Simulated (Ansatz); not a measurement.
# WC (Qusongite, P-6m2): modes against biaxial strain in the (0001) plane, that of a and b, part 2 of 2

Wanted: the shifts of the zone-centre modes of WC (Qusongite, P-6m2) with strain.

Ansatz 0.2.0; DFT LDA, scalar-relativistic, plane waves, PAW; PAW set soft_1.

So far, highest optical mode at the zone centre (no LO-TO term) (cm⁻¹): step 5 (modes at rest) 627.

## Step 7: Modes of this member: biaxial strain of +4 % in the (0001) plane, that of a and b

The zone-centre modes follow for biaxial strain of +4 % in the (0001) plane, that of a and b.

Input file input.yaml:

```yaml
crystal:
  lattice:
    - [2.9992864537, 0.0, 0.0]
    - [-1.4996432268, 2.5974582621, 0.0]
    - [0.0, 0.0, 2.7727515673]
  atoms:
    - { symbol: C, position: [0.6666666667, 0.3333333333, 0.5] }
    - { symbol: W, position: [0.0, 0.0, 0.0] }
kpoints:
  mp_grid: { grid: [18, 18, 16] }
hamiltonian:
  xc: lda
  pseudopotentials: { kind: paw, azcp: { folder: soft_1 }, xc_functional: pbe }
scf:
  occupations: { method: methfessel_paxton, width: 0.2 }
output:
  eigenvalues: true
phonons:
  method: dfpt
```

Run with:

```bash
ansatz run input.yaml --threads 4 --pin off --max-ram 10240MiB --backend cpu --events-out ev --progress --plain --runs-dir out
```

Numbers of over 12 decimals in the logs are rounded to 6 here.

Output:

```text
[...]
Crystal: 2 atoms, lattice volume = 21.601 Å³
Basis set: ecut = 420 eV, 405 PW (Γ), exchange–correlation on 48×48×40 points (8 copies of the dense FFT grid, shifted against one another)
Bands: 13, of which v1, the nominal top of the filled ones, is band 9 counted from 1 (8 counted from 0)
Symmetry: 12 space group operations
k-points: 819 of 5184 (irreducible under 4 space group operations, time reversal used)
[...]
SCF iter   1: F=—  HF=-10375.252782 eV  |F-HF|=—  |Δ(HF+E_count)|=         —  Δρ=1.28e-1  dr2=4.95e0  ethr=3.10e-3  ⟨swp⟩=5.0  Hψ=52659  notcnv=0
[...]
SCF iter   9: F=-10374.009329 eV  HF=-10374.009329 eV  |F-HF|=9.09e-12  |Δ(HF+E_count)|=  3.64e-12  S|Δr|=    0.00e0  Δρ=5.12e-8  dr2=2.60e-13  ethr=1.00e-12  ⟨swp⟩=5.0  Hψ=39975  notcnv=0
the search or the solves at the SCF's close seem to have found levels that the self-consistency loop had missed (the run counts 1). By its estimate they hold under 1e-12 electrons; where the run keeps them, the occupations were computed again with them
SCF 1 converged in 9 iterations: F = -10374.009329 eV  dr2 = 2.60e-13
[...]
SCF converged after 9 iterations
[...]
Free energy (F): -10374.009329 eV
[...]
Internal energy: -10374.009004 eV  (E = F + TS)
E sigma→0 (E₀):  -10374.009248 eV
Entropy (-TS):   -0.000325 eV (-0.162 meV/atom)
Fermi energy:    19.223879 eV
[...]
--- Band table (eV; the first three rows and the last of 819) ---
  k-point 0: bands = [... 5 lower, 15.1194, 15.6449, 15.6449, 19.8254, 22.3353, 22.3353, 24.7700, 24.7700]
  k-point 1: bands = [... 5 lower, 15.1157, 15.6908, 15.6908, 19.7567, 21.9530, 21.9530, 25.0086, 25.0086]
  k-point 2: bands = [... 5 lower, 15.0339, 15.8245, 15.8245, 19.6786, 21.1642, 21.1642, 25.2571, 25.3336]
  k-point 818: bands = [... 5 lower, 12.9588, 13.5497, 17.3082, 18.1441, 23.8894, 24.4795, 24.6105, 28.3502]
[...]
ASR residual: 1.585e-5 → 0.000e0 eV/Å²; symmetrization residual: 8.648e-7 eV/Å²
  ASR residual per site (eV/Å²): 1.58e-5 1.12e-5
  Γ frequencies (cm⁻¹): 0.00 0.00 0.00 547.05 576.49 576.49
[...]
```

The job ended after 22 s (4 threads of Arm Neoverse V2, shared host; peak memory 0.9 GiB).

This step gave:

```yaml
sum_rule_residual_before_enforcement: 1.58e-5 eV/Å²
highest_optical_mode_at_the_zone_centre_no_lo_to_term: 576.5 cm⁻¹
lowest_optical_zone_centre_mode: 547.0 cm⁻¹
```

Patterns of degenerate modes are one choice out of their space. The modes at Γ (shares of kinetic energy by element, %):

```csv
mode,frequency (cm⁻¹),symmetry,C %,W %
1,0.0,acoustic,6,94
2,0.0,acoustic,6,94
3,0.0,acoustic,6,94
4,547.0,A2'',94,6
5,576.5,E',94,6
6,576.5,E',94,6
```

Displacements in mode 4 (547.0 cm⁻¹), the largest set to 1:
```
C1   0.00  0.00  1.00
W2   0.00  0.00 -0.07
```

Displacements in mode 6 (576.5 cm⁻¹), the largest set to 1:
```
C1   0.00  1.00  0.00
W2   0.00 -0.07  0.00
```

The lowest optical mode is real, 547 cm⁻¹, and the highest lies at 576.5 cm⁻¹.

Between step 5 and this run (strain 4 %) the value for the highest optical mode at the zone centre (no LO-TO term) moves from 627 cm⁻¹ to 576 cm⁻¹ (-8 %).

## Step 8: Relaxation of a member: biaxial strain of -4 % in the (0001) plane, that of a and b

The cell takes a biaxial strain of -4 % in the (0001) plane, that of a and b. The strained lengths are held, while the rest of the cell and the atoms relax.

input.yaml, the sections that differ from step 7:

```yaml
crystal:
  lattice:
    - [2.7685721112, 0.0, 0.0]
    - [-1.3842860556, 2.3976537805, 0.0]
    - [0.0, 0.0, 2.8475700505]
  atoms:
    - { symbol: C, position: [0.6666666667, 0.3333333333, 0.5] }
    - { symbol: W, position: [0.0, 0.0, 0.0] }
output:
  forces: true
  stress: true
  eigenvalues: true
relax:
  adjacent_minimum: "off"
  f_tol: 0.001
  max_steps: 60
  cell: { stress_tol: 0.01, fix: [a, b, gamma] }
# kpoints, hamiltonian, scf: as in step 7
# phonons: removed
```

Output:

```text
[...]
Crystal: 2 atoms, lattice volume = 18.902 Å³
Basis set: ecut = 420 eV, 393 PW (Γ)
Bands: 13, of which v1, the nominal top of the filled ones, is band 9 counted from 1 (8 counted from 0)
Symmetry: 12 space group operations
[...]
k-points: 333 of 5184 (time reversal used)
[...]
--- Relaxed structure (5 steps of the walk, 5 accepted, 2 SCFs on fresh bases) ---
[...]
cell:  # Å, volume = 18.9889 Å³
    - [2.768572, 0, -2.343554182762812e-19]
    - [-1.384286, 2.397654, 1.171777091381409e-19]
    - [-2.4104247368432995e-19, 0, 2.860597]
  atoms:
    - { symbol: C, position: [0.666667, 0.333333, 0.500000] }
    - { symbol: W, position: [-3.700743415524894e-17, 0, 0] }
[key lines of the parts left out:]
SCF converged after 3 iterations
Free energy (F): -10373.969871 eV
Fermi energy:    22.297838 eV
P = ⅓ Tr σ = 29.7422 GPa (297.422 kbar)
```

Wall time 12 s (4 threads); peak memory 0.41 GiB; 47 s of CPU time.

The steps of the relaxation:

```csv
step,energy less that of the first step (eV),largest force component (eV/Å),pressure (GPa),volume (Å³)
1,0.0000,0.0000,32.34,18.90
2,-0.0008,0.0000,28.45,19.03
3,-0.0012,0.0000,29.72,18.99
4,-0.0012,0.0000,29.74,18.99
5*,-0.0014,0.0000,29.75,18.99
6,-0.0014,0.0000,29.74,18.99
7*,-0.0014,0.0000,29.74,18.99
```

Relaxation steps marked * repeat the geometry before them on a plane-wave basis chosen anew for their cell, so energy and pressure can jump there.

Forces are held to the 12 operations that the run works with; a distortion that breaks them can't arise in this run.

```csv
"conventional cell, symmetrised",before,after,change
a (Å),2.769,2.769,+0.0 %
b (Å),2.769,2.769,+0.0 %
c (Å),2.848,2.861,+0.5 %
volume (Å³/atom),9.45,9.49,+0.5 %
```

Final coordinates:

```
C W
1.0
     2.76857    0.00000    0.00000
    -1.38429    2.39765    0.00000
     0.00000    0.00000    2.86060
C W
1 1
Direct
  0.66667 0.33333 0.50000
  0.00000 0.00000 0.00000
```

This step gave:

- pressure: 29.74 GPa
- volume per atom: 9.494 Å³

The forces vanish by symmetry.

## Step 9: Zone-centre modes of the member: biaxial strain of -4 % in the (0001) plane, that of a and b

The zone-centre modes follow for biaxial strain of -4 % in the (0001) plane, that of a and b.

input.yaml, the sections that differ from step 8:

```yaml
crystal:
  lattice:
    - [2.7685721112, 0.0, 0.0]
    - [-1.3842860556, 2.3976537805, 0.0]
    - [0.0, 0.0, 2.860596756]
  atoms:
    - { symbol: C, position: [0.6666666667, 0.3333333333, 0.5] }
    - { symbol: W, position: [0.0, 0.0, 0.0] }
output:
  eigenvalues: true
phonons:
  method: dfpt
# kpoints, hamiltonian, scf: as in step 8
# relax: removed
```

Output:

```text
[...]
Crystal: 2 atoms, lattice volume = 18.989 Å³
Basis set: ecut = 420 eV, 393 PW (Γ), exchange–correlation on 40×40×40 points (8 copies of the dense FFT grid, shifted against one another)
Bands: 13, of which v1, the nominal top of the filled ones, is band 9 counted from 1 (8 counted from 0)
Symmetry: 12 space group operations
k-points: 819 of 5184 (irreducible under 4 space group operations, time reversal used)
[...]
k-point 2: bands = [... 5 lower, 17.0387, 19.1443, 19.1443, 21.9638, 24.7107, 24.7107, 28.6442, 28.6442]
  k-point 818: bands = [... 5 lower, 15.4767, 16.2879, 20.2129, 20.7894, 27.3279, 28.6451, 29.3690, 32.4642]
[...]
ASR residual: 2.157e-4 → 0.000e0 eV/Å²; symmetrization residual: 1.276e-6 eV/Å²
  ASR residual per site (eV/Å²): 1.30e-4 2.16e-4
  Γ frequencies (cm⁻¹): 0.00 0.00 0.00 635.48 676.79 676.79
[...]
[key lines of the parts left out:]
SCF converged after 8 iterations
Free energy (F): -10373.969871 eV
Fermi energy:    22.297838 eV
```

It took 20 s on 4 threads; peak memory 0.84 GiB.

This step gave:

```yaml
sum_rule_residual_before_enforcement: 2.16e-4 eV/Å²
highest_optical_mode_at_the_zone_centre_no_lo_to_term: 676.8 cm⁻¹
lowest_optical_zone_centre_mode: 635.5 cm⁻¹
```

Patterns of degenerate modes are one choice out of their space. Modes at Γ, with each element's share of the kinetic energy:

```csv
mode,frequency (cm⁻¹),symmetry,C %,W %
1,0.0,acoustic,6,94
2,0.0,acoustic,6,94
3,0.0,acoustic,6,94
4,635.5,A2'',94,6
5,676.8,E',94,6
6,676.8,E',94,6
```

The lowest optical mode is real, 635 cm⁻¹, and the highest lies at 676.8 cm⁻¹.

For the highest optical mode at the zone centre (no LO-TO term), step 5 gave 627 cm⁻¹; this run, with strain -4 %, gives 677 cm⁻¹ (+8 %).

## Step 10: All members side by side

The members are set side by side, also those not shown above.

Stress is positive in compression; energies are extrapolated to zero smearing, and E0 is that at rest; the edges not held and the atoms are relaxed in each cell; all runs use 18×18×16 k points and Methfessel-Paxton smearing of 0.2 eV. State of the crystal along the series:

```csv
strain (%),in-plane stress (GPa),free strain along c (%),E - E0 (meV/atom)
-4,44.61,1.698,104.9
-3,32.12,1.235,57.5
-2,20.49,0.8044,24.87
-1,9.8,0.3937,6.03
0,2.12e-4,0,0
1,-8.916,-0.3848,5.818
2,-17.03,-0.7593,22.48
3,-24.51,-1.105,49.18
4,-31.38,-1.425,85.32
```

Optical modes are counted from below at rest and tracked from member to member by their patterns, and modes that stay within 0.3 cm⁻¹ of each other stand once; labels, where given, are those at rest; the edges not held and the atoms are relaxed in each cell; all runs use 18×18×16 k points and Methfessel-Paxton smearing of 0.2 eV. Optical modes along the series:

```csv
strain (%),optical mode 1 A2'' (cm⁻¹),optical mode 2 E' (cm⁻¹)
-4,635.5,676.8
-3,629.4,665
-2,621,652.2
-1,611.6,639.3
0,601.3,626.6
1,589,614.5
2,575,602.8
3,560.9,590.3
4,547,576.5
```

Value and slope at zero strain of a cubic (a lower polynomial where under five rows exist) through the rows within 2 % of rest. Slopes at rest:

```csv
mode,frequency (cm⁻¹),shift per percent of strain (cm⁻¹),shift per GPa of compressive stress (cm⁻¹)
optical mode 1 A2'',601.2,-11.25,1.2
optical mode 2 E',626.7,-12.46,1.33
```

## Step 11: Summary of results

| Quantity | Value |
| --- | --- |
| members | 9 |
| highest optical mode at the zone centre (no LO-TO term), at rest | 626.6 cm⁻¹ |
| biaxial modulus in the (0001) plane, that of a and b | 935 GPa |
| optical mode 1 A2'', shift per percent | -11.25 cm⁻¹ |
| optical mode 2 E', shift per percent | -12.46 cm⁻¹ |

In words: The stress changes by 9.35 GPa for each percent, a biaxial modulus of 935 GPa in the (0001) plane, that of a and b. For each percent the free edge responds with -0.39 %. The fastest shift in the table of slopes is -12.5 cm⁻¹ for each percent (optical mode 2 E'), or 1.3 cm⁻¹ for each GPa of compressive stress. For small strain, the measured shift of a line that Raman or infrared light can see, divided by its slope, estimates the stress, if the state of stress is of this kind. These are harmonic frequencies at zero temperature: anharmonic shifts, linewidths and thermal expansion are left out. Spin-orbit coupling is left out, which can matter for the heavy elements here. With no gap, or one that is small against the smearing, the frequencies hang on the k mesh and the smearing, most of all near Kohn anomalies. The PAW files were made for PBE; the program adapts parts of them to the functional of the run, but their partial waves stay those of PBE, an approximation that was not tested in this session. Only the zone centre was solved, so an instability at another wavevector cannot show here.

[Logs are printed without paths, hosts, clocks, repeated set-up lines and the standing remarks that a program may print on its own settings, such as how far it seeks lower states.]

[Hosts, paths, dates, database ids (printed as entryN), source tags and the programs' standing remarks are cut or masked in the printed files.]
